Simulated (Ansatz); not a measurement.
# ScAl3 (Pm-3m): a volume series of phonon spectra

Which modes of ScAl3 drive its thermal expansion? The starting cell is a computed one from a database.

Method: DFT PBEsol, scalar-relativistic, plane waves, PAW; PAW set soft_1, in Ansatz 0.2.0.

The experiments to compare with:

“A Combined Experimental and First-Principles Based Assessment of Finite-Temperature Thermodynamic Properties of Intermetallic Al3Sc” (2021, pmc:8067998) quotes from earlier work for Al3Sc, L12 ordered cubic (bulk crystal, 300 K): lattice constant a (a at ambient temperature) 4.103 Å [Literature value at ambient temperature, not corrected to 0 K].

Most raw output is cut from this account.

### Step 1. The structure

Symmetry: Pm-3m, No. 221, cubic system. The conventional cell has a = 4.088 Å, b = 4.088 Å, c = 4.088 Å, α = 90.00°, β = 90.00°, γ = 90.00°. Sc has 12 Al at 2.89 Å nearest. Nearest to Al lie 4 Sc at 2.89 Å and 8 Al at 2.89 Å. Farther neighbours are not listed.

### Step 2. Probe on a coarse mesh

A cheap single point shows whether the cell is a metal or an insulator and how far it is from rest; that sets the k-mesh and the occupations of what follows.

Contents of input.yaml:

```yaml
crystal:
  lattice:
    - [4.08780657, 0.0, 0.0]
    - [0.0, 4.08780657, 0.0]
    - [0.0, 0.0, 4.08780657]
  atoms:
    - { symbol: Sc, position: [0.0, 0.0, 0.0] }
    - { symbol: Al, position: [0.5, 0.0, 0.5] }
    - { symbol: Al, position: [0.0, 0.5, 0.5] }
    - { symbol: Al, position: [0.5, 0.5, 0.0] }
kpoints:
  mp_grid: { grid: [4, 4, 4] }
hamiltonian:
  xc: pbesol
  pseudopotentials: { kind: paw, azcp: { folder: soft_1 }, xc_functional: pbe }
scf:
  occupations: { method: gaussian, width: 0.1 }
  lower_state_search: "off"
output:
  forces: true
  stress: true
  eigenvalues: true
```

Started as:

```console
$ ansatz run input.yaml --threads 8 --pin off --max-ram 16384MiB --backend cpu --events-out ev --progress --plain --runs-dir out
```

Elapsed: 0.92 s, on 8 threads of Arm Neoverse V1, shared host; peak memory 0.34 GiB; 2 s of CPU time.

Numbers from this step:

- pressure: -0.8852 GPa
- volume per atom: 17.08 Å³/atom
- gap on the k-mesh: 0 eV

The start is under -0.89 GPa at this level and looks like a metal on this mesh.

### Step 3. Finding the static equilibrium

The vibrations must be taken about the equilibrium of this functional, not about the starting cell, so the structure is relaxed.

input.yaml, as its differences from that of step 2:

```diff
@@ -11,3 +11,3 @@
 kpoints:
-  mp_grid: { grid: [4, 4, 4] }
+  mp_grid: { grid: [10, 10, 10] }
 hamiltonian:
@@ -22 +22,6 @@
   eigenvalues: true
+relax:
+  adjacent_minimum: "off"
+  f_tol: 0.005
+  max_steps: 80
+  cell: { stress_tol: 0.05 }
```

The job ended after 2.5 s (8 threads; peak memory 0.44 GiB).

The steps of the relaxation:

| step | energy less that of the first step (eV) | largest force component (eV/Å) | pressure (GPa) | volume (Å³) |
| --- | --- | --- | --- | --- |
| 1 | 0.0000 | 0.0000 | -1.11 | 68.31 |
| 2 | -0.0016 | 0.0000 | 0.83 | 66.88 |
| 3 | -0.0030 | 0.0000 | -0.02 | 67.48 |
| 4* | -0.0029 | 0.0000 | -0.02 | 67.48 |

Relaxation steps marked * repeat the geometry before them on a plane-wave basis chosen anew for their cell, so energy and pressure can jump there.

The run keeps the 48 symmetry operations that it works with, so distortions that break them were not tested.

| conventional cell, symmetrised | before | after | change |
| --- | --- | --- | --- |
| a (Å) | 4.088 | 4.071 | -0.4 % |
| b (Å) | 4.088 | 4.071 | -0.4 % |
| c (Å) | 4.088 | 4.071 | -0.4 % |
| volume (Å³/atom) | 17.08 | 16.87 | -1.2 % |

The relaxed structure:

```xyz
4
Lattice="4.0713 0.0000 0.0000 0.0000 4.0713 0.0000 0.0000 0.0000 4.0713" Properties=species:S:1:pos:R:3 pbc="T T T"
Sc    0.0000    0.0000    0.0000
Al    2.0356    0.0000    2.0356
Al    0.0000    2.0356    2.0356
Al    2.0356    2.0356    0.0000
```

Numbers from this step:

```yaml
pressure: -0.01873 GPa
volume_per_atom: 16.87 Å³/atom
```

The relaxation ends with a pressure of -0.02 GPa.

### Step 4. Relaxing to small residual forces and stress

The relaxation is repeated with tighter thresholds on force and stress, since phonons are sensitive to what is left; a change of mesh or smearing in the input moves the cell too.

input.yaml, the sections that differ from step 3:

```yaml
crystal:
  lattice:
    - [4.07125165, 0.0, 0.0]
    - [0.0, 4.07125165, 0.0]
    - [0.0, 0.0, 4.07125165]
  atoms:
    - { symbol: Sc, position: [0.0, 0.0, 0.0] }
    - { symbol: Al, position: [0.5, 0.0, 0.5] }
    - { symbol: Al, position: [0.0, 0.5, 0.5] }
    - { symbol: Al, position: [0.5, 0.5, 0.0] }
scf:
  occupations: { method: methfessel_paxton, width: 0.2 }
  lower_state_search: "off"
relax:
  adjacent_minimum: "off"
  f_tol: 0.001
  max_steps: 60
  cell: { stress_tol: 0.01 }
# kpoints, hamiltonian, output: as in step 3
```

Wall time 2.4 s (8 threads); peak memory 0.44 GiB.

Little changed from the start: no atom moved by 0.005 Å and no cell edge by 0.1 %.

This step gave:

- pressure: -8.84e-5 GPa

The residual pressure is -8.8e-5 GPa, small enough for phonons.

### Step 5. Lattice dynamics at this volume, V/V0 1

Phonons at this volume give one point of F(V, T); meshes stay fixed along the series.

input.yaml, the sections that differ from step 4:

```yaml
crystal:
  lattice:
    - [4.0709720515, 0.0, 0.0]
    - [0.0, 4.0709720515, 0.0]
    - [0.0, 0.0, 4.0709720515]
  atoms:
    - { symbol: Sc, position: [0.0, 0.0, 0.0] }
    - { symbol: Al, position: [0.5, 0.0, 0.5] }
    - { symbol: Al, position: [0.0, 0.5, 0.5] }
    - { symbol: Al, position: [0.5, 0.5, 0.0] }
output:
  eigenvalues: true
phonons:
  method: dfpt
  qmesh: [2, 2, 2]
  temperatures: { t_max: 1000, t_step: 50 }
  qpath:
    path:
      - [[0.0, 0.0, 0.0], [0.0, 0.5, 0.0], [0.5, 0.5, 0.0], [0.0, 0.0, 0.0], [0.5, 0.5, 0.5], [0.0, 0.5, 0.0]]
      - [[0.5, 0.5, 0.5], [0.5, 0.5, 0.0]]
    npoints: 10
# kpoints, hamiltonian, scf: as in step 4
# relax: removed
```

Run time: 58 s. Hardware: 8 threads; peak memory 0.85 GiB.

Numbers from this step:

| Quantity | Value |
| --- | --- |
| lowest frequency on the path | 0 cm⁻¹ |
| zero-point energy | 0.1811 eV/cell |
| point group | m-3m |
| highest frequency | 345.6 cm⁻¹ |
| Debye temperature from the second moment | 466 K |

No LO-TO term. Phonon branches along the path, in cm⁻¹:

| point | branch 1 | branch 2 | branch 3 | branch 4 | branch 9 | branch 10 | branch 11 | branch 12 |
| --- | --- | --- | --- | --- | --- | --- | --- | --- |
| Γ | 0 | 0 | 0 | 244 | 260 | 337 | 337 | 337 |
| halfway | 101 | 101 | 141 | 234 | 269 | 318 | 329 | 329 |
| X | 178 | 178 | 189 | 189 | 288 | 288 | 314 | 314 |
| halfway | 176 | 179 | 201 | 205 | 287 | 296 | 302 | 319 |
| M | 172 | 188 | 188 | 225 | 266 | 310 | 313 | 313 |
| halfway | 118 | 139 | 195 | 219 | 286 | 313 | 317 | 323 |
| Γ | 0 | 0 | 0 | 244 | 260 | 337 | 337 | 337 |
| halfway | 141 | 141 | 213 | 213 | 260 | 302 | 329 | 329 |
| R | 153 | 153 | 184 | 184 | 289 | 346 | 346 | 346 |
| halfway | 175 | 180 | 188 | 200 | 273 | 306 | 318 | 335 |
| X | 178 | 178 | 189 | 189 | 288 | 288 | 314 | 314 |
| jump to R | 153 | 153 | 184 | 184 | 289 | 346 | 346 | 346 |
| halfway | 162 | 185 | 185 | 189 | 282 | 331 | 331 | 332 |
| M | 172 | 188 | 188 | 225 | 266 | 310 | 313 | 313 |

Tetrahedra on 16 16 16, mean over bins of 5 cm⁻¹. Table of phonon density of states by wavenumber; read off at these points:

| wavenumber (cm⁻¹) | phonon density of states (1/cm⁻¹/cell) |
| --- | --- |
| 2 | 0 |
| 18 | 7.0e-5 |
| 38 | 5.9e-4 |
| 52 | 0.00126 |
| 68 | 0.00221 |
| 82 | 0.00359 |
| 102 | 0.00614 |
| 118 | 0.00886 |
| 132 | 0.0128 |
| 152 | 0.0221 |
| 168 | 0.0587 |
| 182 | 0.0504 |
| 198 | 0.0605 |
| 218 | 0.0562 |
| 232 | 0.0548 |
| 242 | 0.0954 |
| 248 | 0.0749 |
| 258 | 0.0915 |
| 268 | 0.0629 |
| 282 | 0.0580 |
| 298 | 0.0474 |
| 312 | 0.0583 |
| 322 | 0.103 |
| 332 | 0.0575 |
| 348 | 2.1e-4 |

Harmonic. Thermo, by row:

| T (K) | F_vib (meV/atom) | S (J/mol-atom/K) | C_V (J/mol-atom/K) |
| --- | --- | --- | --- |
| 0 | 45.28 | 0 | 0 |
| 50 | 45.21 | 0.587 | 2.06 |
| 100 | 44.03 | 4.47 | 10.22 |
| 150 | 40.33 | 9.84 | 16.1 |
| 200 | 33.89 | 14.96 | 19.3 |
| 250 | 24.94 | 19.48 | 21.1 |
| 300 | 13.8 | 23.43 | 22.18 |
| 350 | 0.74 | 26.9 | 22.87 |
| 400 | -14.01 | 29.98 | 23.33 |
| 450 | -30.28 | 32.75 | 23.66 |
| 500 | -47.91 | 35.26 | 23.89 |
| 550 | -66.79 | 37.54 | 24.07 |
| 600 | -86.79 | 39.65 | 24.21 |
| 650 | -107.8 | 41.59 | 24.31 |
| 700 | -129.9 | 43.39 | 24.4 |
| 750 | -152.8 | 45.08 | 24.47 |
| 800 | -176.6 | 46.66 | 24.52 |
| 850 | -201.1 | 48.15 | 24.57 |
| 900 | -226.5 | 49.55 | 24.61 |
| 950 | -252.5 | 50.88 | 24.64 |
| 1000 | -279.2 | 52.15 | 24.67 |

The modes has structure finer than the step of the table below, so its rows give means over 10 cm⁻¹, whole bins alone (the curve runs from -10 to 366 cm⁻¹). Peaks (cm⁻¹: height): Al 169.5: 0.0415, 259.2: 0.0871, 323.0: 0.0640; Sc 186.0: 0.033, 219.1: 0.0240, 325.3: 0.0351.

Phonopy on the run's constants, 15x15x15 mesh, Gaussian sigma 2.7 cm⁻¹. Modes against wavenumber; means over each step; values in 1/cm⁻¹/cell:

| wavenumber (cm⁻¹) | Al | Sc |
| --- | --- | --- |
| 0 | 5.2e-5 | 3.1e-5 |
| 10 | 2.3e-6 | 7.5e-7 |
| 20 | 3.8e-5 | 2.2e-5 |
| 30 | 3.3e-4 | 1.8e-4 |
| 40 | 6.0e-4 | 3.3e-4 |
| 50 | 4.1e-4 | 2.2e-4 |
| 60 | 0.00172 | 9.5e-4 |
| 70 | 0.00113 | 6.3e-4 |
| 80 | 0.00219 | 0.00119 |
| 90 | 0.00315 | 0.00174 |
| 100 | 0.00333 | 0.00182 |
| 110 | 0.00540 | 0.00292 |
| 120 | 0.00565 | 0.00311 |
| 130 | 0.00860 | 0.00464 |
| 140 | 0.00926 | 0.00506 |
| 150 | 0.0141 | 0.00720 |
| 160 | 0.0268 | 0.00968 |
| 170 | 0.0351 | 0.0120 |
| 180 | 0.0235 | 0.0190 |
| 190 | 0.0340 | 0.0242 |
| 200 | 0.0351 | 0.0167 |
| 210 | 0.0364 | 0.0215 |
| 220 | 0.0343 | 0.0212 |
| 230 | 0.0427 | 0.0160 |
| 240 | 0.0745 | 0.0128 |
| 250 | 0.0743 | 0.00755 |
| 260 | 0.0800 | 0.00579 |
| 270 | 0.0629 | 0.00621 |
| 280 | 0.0511 | 0.00593 |
| 290 | 0.0353 | 0.00550 |
| 300 | 0.0372 | 0.00699 |
| 310 | 0.0390 | 0.0145 |
| 320 | 0.0577 | 0.0294 |
| 330 | 0.0486 | 0.0269 |
| 340 | 0.0146 | 0.00759 |
| 350 | 0.00104 | 5.3e-4 |
| 360 | 5.0e-7 | 0 |

No LO-TO term. The modes at Γ (shares of kinetic energy by element, %):

| mode | frequency (cm⁻¹) | symmetry | Sc % | Al % |
| --- | --- | --- | --- | --- |
| 1 | 0.0 | T1u | 36 | 64 |
| 2 | 0.0 | T1u | 36 | 64 |
| 3 | 0.0 | T1u | 36 | 64 |
| 4 | 243.8 | T1u | 25 | 75 |
| 5 | 243.8 | T1u | 25 | 75 |
| 6 | 243.8 | T1u | 25 | 75 |
| 7 | 259.8 | T2u | 0 | 100 |
| 8 | 259.8 | T2u | 0 | 100 |
| 9 | 259.8 | T2u | 0 | 100 |
| 10 | 337.1 | T1u | 39 | 61 |
| 11 | 337.1 | T1u | 39 | 61 |
| 12 | 337.1 | T1u | 39 | 61 |

Displacements in mode 5 (243.8 cm⁻¹), the largest set to 1:
```
Sc1  0.07  0.07 -0.45
Al2  0.02 -0.15 -0.12
Al3 -0.16  0.02 -0.12
Al4  0.02  0.02  1.00
```

Displacements in mode 10 (337.1 cm⁻¹), the largest set to 1:
```
Sc1  0.00 -0.25  0.93
Al2  0.00 -0.12 -1.00
Al3  0.00  0.27 -1.00
Al4  0.00  0.27  0.45
```

No mode is imaginary beyond numerical noise at the solved wavevectors.

### Step 6. Single point at a scaled cell, V/V0 1.015

Symmetry fixes every atom, so a single point at the scaled cell gives the energy and pressure of this member.

input.yaml, the sections that differ from step 5:

```yaml
crystal:
  lattice:
    - [4.0912259771, 0.0, 0.0]
    - [0.0, 4.0912259771, 0.0]
    - [0.0, 0.0, 4.0912259771]
  atoms:
    - { symbol: Sc, position: [0.0, 0.0, 0.0] }
    - { symbol: Al, position: [0.5, 0.0, 0.5] }
    - { symbol: Al, position: [0.0, 0.5, 0.5] }
    - { symbol: Al, position: [0.5, 0.5, 0.0] }
output:
  forces: true
  stress: true
  eigenvalues: true
# kpoints, hamiltonian, scf: as in step 5
# phonons: removed
```

It took 1.1 s on 8 threads; peak memory 0.41 GiB; 4.9 s of CPU time.

This step gave:

| Property | Result |
| --- | --- |
| pressure | -1.321 GPa |
| volume per atom | 17.12 Å³/atom |

The run ends at a pressure of -1.32 GPa.

### Step 7. Lattice dynamics at this volume, V/V0 1.015

The same q-mesh and k-mesh are kept at every volume, so that much of their error can cancel in the differences.

input.yaml, as its differences from that of step 6:

```diff
@@ -19,4 +19,11 @@
 output:
-  forces: true
-  stress: true
   eigenvalues: true
+phonons:
+  method: dfpt
+  qmesh: [2, 2, 2]
+  temperatures: { t_max: 1000, t_step: 50 }
+  qpath:
+    path:
+      - [[0.0, 0.0, 0.0], [0.0, 0.5, 0.0], [0.5, 0.5, 0.0], [0.0, 0.0, 0.0], [0.5, 0.5, 0.5], [0.0, 0.5, 0.0]]
+      - [[0.5, 0.5, 0.5], [0.5, 0.5, 0.0]]
+    npoints: 10
```

Elapsed: 59 s, on 8 threads; peak memory 0.86 GiB; 7.2 min of CPU time.

No mode is imaginary beyond numerical noise at the solved wavevectors. The highest zone-centre mode (no LO–TO term) moved by -2.4 % for a volume change of +1.5 %.

### Step 8. Single point at a scaled cell, V/V0 0.985

The cell differs from the one that the last finished run ended in (a 4.091 → 4.051 Å, b 4.091 → 4.051 Å, c 4.091 → 4.051 Å).

input.yaml, the sections that differ from step 7:

```yaml
crystal:
  lattice:
    - [4.0505145602, 0.0, 0.0]
    - [0.0, 4.0505145602, 0.0]
    - [0.0, 0.0, 4.0505145602]
  atoms:
    - { symbol: Sc, position: [0.0, 0.0, 0.0] }
    - { symbol: Al, position: [0.5, 0.0, 0.5] }
    - { symbol: Al, position: [0.0, 0.5, 0.5] }
    - { symbol: Al, position: [0.5, 0.5, 0.0] }
output:
  forces: true
  stress: true
  eigenvalues: true
# kpoints, hamiltonian, scf: as in step 7
# phonons: removed
```

The job ended after 0.73 s (8 threads; peak memory 0.41 GiB; 4 s of CPU time).

The run ends at a pressure of 1.43 GPa.

### Step 9. Phonons, V/V0 0.985

input.yaml, as its differences from that of step 8:

```diff
@@ -19,4 +19,11 @@
 output:
-  forces: true
-  stress: true
   eigenvalues: true
+phonons:
+  method: dfpt
+  qmesh: [2, 2, 2]
+  temperatures: { t_max: 1000, t_step: 50 }
+  qpath:
+    path:
+      - [[0.0, 0.0, 0.0], [0.0, 0.5, 0.0], [0.5, 0.5, 0.0], [0.0, 0.0, 0.0], [0.5, 0.5, 0.5], [0.0, 0.5, 0.0]]
+      - [[0.5, 0.5, 0.5], [0.5, 0.5, 0.0]]
+    npoints: 10
```

Run time: 56 s. Hardware: 8 threads; peak memory 0.84 GiB.

No LO-TO term. Phonon branches along the path, in cm⁻¹:

| point | branch 1 | branch 2 | branch 3 | branch 4 | branch 9 | branch 10 | branch 11 | branch 12 |
| --- | --- | --- | --- | --- | --- | --- | --- | --- |
| Γ | 0 | 0 | 0 | 250 | 266 | 345 | 345 | 345 |
| halfway | 104 | 104 | 145 | 240 | 275 | 326 | 337 | 337 |
| X | 183 | 183 | 194 | 194 | 296 | 296 | 322 | 322 |
| halfway | 180 | 183 | 206 | 210 | 294 | 303 | 310 | 327 |
| M | 175 | 192 | 192 | 229 | 275 | 318 | 320 | 320 |
| halfway | 121 | 143 | 200 | 225 | 293 | 321 | 325 | 331 |
| Γ | 0 | 0 | 0 | 250 | 266 | 345 | 345 | 345 |
| halfway | 144 | 144 | 218 | 218 | 266 | 310 | 337 | 337 |
| R | 157 | 157 | 188 | 188 | 299 | 355 | 355 | 355 |
| halfway | 179 | 185 | 192 | 204 | 282 | 313 | 327 | 344 |
| X | 183 | 183 | 194 | 194 | 296 | 296 | 322 | 322 |
| jump to R | 157 | 157 | 188 | 188 | 299 | 355 | 355 | 355 |
| halfway | 166 | 189 | 189 | 194 | 292 | 339 | 339 | 340 |
| M | 175 | 192 | 192 | 229 | 275 | 318 | 320 | 320 |

No mode is imaginary beyond numerical noise at the solved wavevectors. The highest zone-centre mode (no LO–TO term) moved by +2.4 % for a volume change of -1.5 %.

### Step 10. Single point at a scaled cell, V/V0 1.03

The cell differs from the one that the last finished run ended in (a 4.051 → 4.111 Å, b 4.051 → 4.111 Å, c 4.051 → 4.111 Å).

input.yaml, the sections that differ from step 9:

```yaml
crystal:
  lattice:
    - [4.1112813269, 0.0, 0.0]
    - [0.0, 4.1112813269, 0.0]
    - [0.0, 0.0, 4.1112813269]
  atoms:
    - { symbol: Sc, position: [0.0, 0.0, 0.0] }
    - { symbol: Al, position: [0.5, 0.0, 0.5] }
    - { symbol: Al, position: [0.0, 0.5, 0.5] }
    - { symbol: Al, position: [0.5, 0.5, 0.0] }
output:
  forces: true
  stress: true
  eigenvalues: true
# kpoints, hamiltonian, scf: as in step 9
# phonons: removed
```

Run time: 0.73 s. Hardware: 8 threads; peak memory 0.42 GiB.

The run ends at a pressure of -2.54 GPa.

### Step 11. Phonons, V/V0 1.03

input.yaml, as its differences from that of step 10:

```diff
@@ -19,4 +19,11 @@
 output:
-  forces: true
-  stress: true
   eigenvalues: true
+phonons:
+  method: dfpt
+  qmesh: [2, 2, 2]
+  temperatures: { t_max: 1000, t_step: 50 }
+  qpath:
+    path:
+      - [[0.0, 0.0, 0.0], [0.0, 0.5, 0.0], [0.5, 0.5, 0.0], [0.0, 0.0, 0.0], [0.5, 0.5, 0.5], [0.0, 0.5, 0.0]]
+      - [[0.5, 0.5, 0.5], [0.5, 0.5, 0.0]]
+    npoints: 10
```

Elapsed: 58 s, on 8 threads; peak memory 0.87 GiB.

No LO-TO term. The phonon branches at the labelled points (cm⁻¹):

| point | branch 1 | branch 2 | branch 3 | branch 4 | branch 9 | branch 10 | branch 11 | branch 12 |
| --- | --- | --- | --- | --- | --- | --- | --- | --- |
| Γ | 0 | 0 | 0 | 232 | 248 | 321 | 321 | 321 |
| halfway | 96 | 96 | 134 | 223 | 258 | 302 | 313 | 313 |
| X | 169 | 169 | 181 | 181 | 273 | 273 | 300 | 300 |
| halfway | 168 | 171 | 191 | 195 | 273 | 282 | 287 | 304 |
| M | 164 | 180 | 180 | 217 | 247 | 294 | 299 | 299 |
| halfway | 113 | 132 | 185 | 209 | 272 | 298 | 302 | 308 |
| Γ | 0 | 0 | 0 | 232 | 248 | 321 | 321 | 321 |
| halfway | 135 | 135 | 203 | 203 | 249 | 285 | 313 | 313 |
| R | 144 | 144 | 176 | 176 | 270 | 328 | 328 | 328 |
| halfway | 166 | 172 | 179 | 190 | 256 | 290 | 302 | 319 |
| X | 169 | 169 | 181 | 181 | 273 | 273 | 300 | 300 |
| jump to R | 144 | 144 | 176 | 176 | 270 | 328 | 328 | 328 |
| halfway | 154 | 177 | 177 | 178 | 264 | 314 | 314 | 315 |
| M | 164 | 180 | 180 | 217 | 247 | 294 | 299 | 299 |

No mode is imaginary beyond numerical noise at the solved wavevectors. The highest zone-centre mode (no LO–TO term) moved by -4.7 % for a volume change of +3.0 %.

### Step 12. A cell at another volume, V/V0 0.97

The cell differs from the one that the last finished run ended in (a 4.111 → 4.030 Å, b 4.111 → 4.030 Å, c 4.111 → 4.030 Å).

input.yaml, the sections that differ from step 11:

```yaml
crystal:
  lattice:
    - [4.02984831, 0.0, 0.0]
    - [0.0, 4.02984831, 0.0]
    - [0.0, 0.0, 4.02984831]
  atoms:
    - { symbol: Sc, position: [0.0, 0.0, 0.0] }
    - { symbol: Al, position: [0.5, 0.0, 0.5] }
    - { symbol: Al, position: [0.0, 0.5, 0.5] }
    - { symbol: Al, position: [0.5, 0.5, 0.0] }
output:
  forces: true
  stress: true
  eigenvalues: true
  write_density: true
  write_potential: true
  elf: true
  volumetric_format: npy
# kpoints, hamiltonian, scf: as in step 11
# phonons: removed
```

The job ended after 1 s (8 threads; peak memory 0.42 GiB; 5.8 s of CPU time).

The run ends at a pressure of 2.97 GPa.

### Step 13. Lattice dynamics at this volume, V/V0 0.97

input.yaml, the sections that differ from step 12:

```yaml
output:
  eigenvalues: true
phonons:
  method: dfpt
  qmesh: [2, 2, 2]
  temperatures: { t_max: 1000, t_step: 50 }
  qpath:
    path:
      - [[0.0, 0.0, 0.0], [0.0, 0.5, 0.0], [0.5, 0.5, 0.0], [0.0, 0.0, 0.0], [0.5, 0.5, 0.5], [0.0, 0.5, 0.0]]
      - [[0.5, 0.5, 0.5], [0.5, 0.5, 0.0]]
    npoints: 10
# crystal, kpoints, hamiltonian, scf: as in step 12
```

Elapsed: 54 s, on 8 threads; peak memory 0.82 GiB.

No mode is imaginary beyond numerical noise at the solved wavevectors. The highest zone-centre mode (no LO–TO term) moved by +4.9 % for a volume change of -3.0 %.

### Step 14. A cell at another volume, V/V0 1.05

The cell differs from the one that the last finished run ended in (a 4.030 → 4.138 Å, b 4.030 → 4.138 Å, c 4.030 → 4.138 Å).

input.yaml, the sections that differ from step 13:

```yaml
crystal:
  lattice:
    - [4.1377211618, 0.0, 0.0]
    - [0.0, 4.1377211618, 0.0]
    - [0.0, 0.0, 4.1377211618]
  atoms:
    - { symbol: Sc, position: [0.0, 0.0, 0.0] }
    - { symbol: Al, position: [0.5, 0.0, 0.5] }
    - { symbol: Al, position: [0.0, 0.5, 0.5] }
    - { symbol: Al, position: [0.5, 0.5, 0.0] }
output:
  forces: true
  stress: true
  eigenvalues: true
# kpoints, hamiltonian, scf: as in step 13
# phonons: removed
```

Run time: 0.75 s. Hardware: 8 threads; peak memory 0.42 GiB.

The run ends at a pressure of -4.03 GPa.

[end of part 1 of 2]

[Logs are printed without paths, hosts, clocks, repeated set-up lines and the standing remarks that a program may print on its own settings, such as how far it seeks lower states.]

[Hosts, paths, dates, database ids (printed as entryN), source tags and the programs' standing remarks are cut or masked in the printed files.]

[A step with changed settings may run another functional than the one named; its input shows which.]

[Of the runs on displaced cells, only some may be shown.]
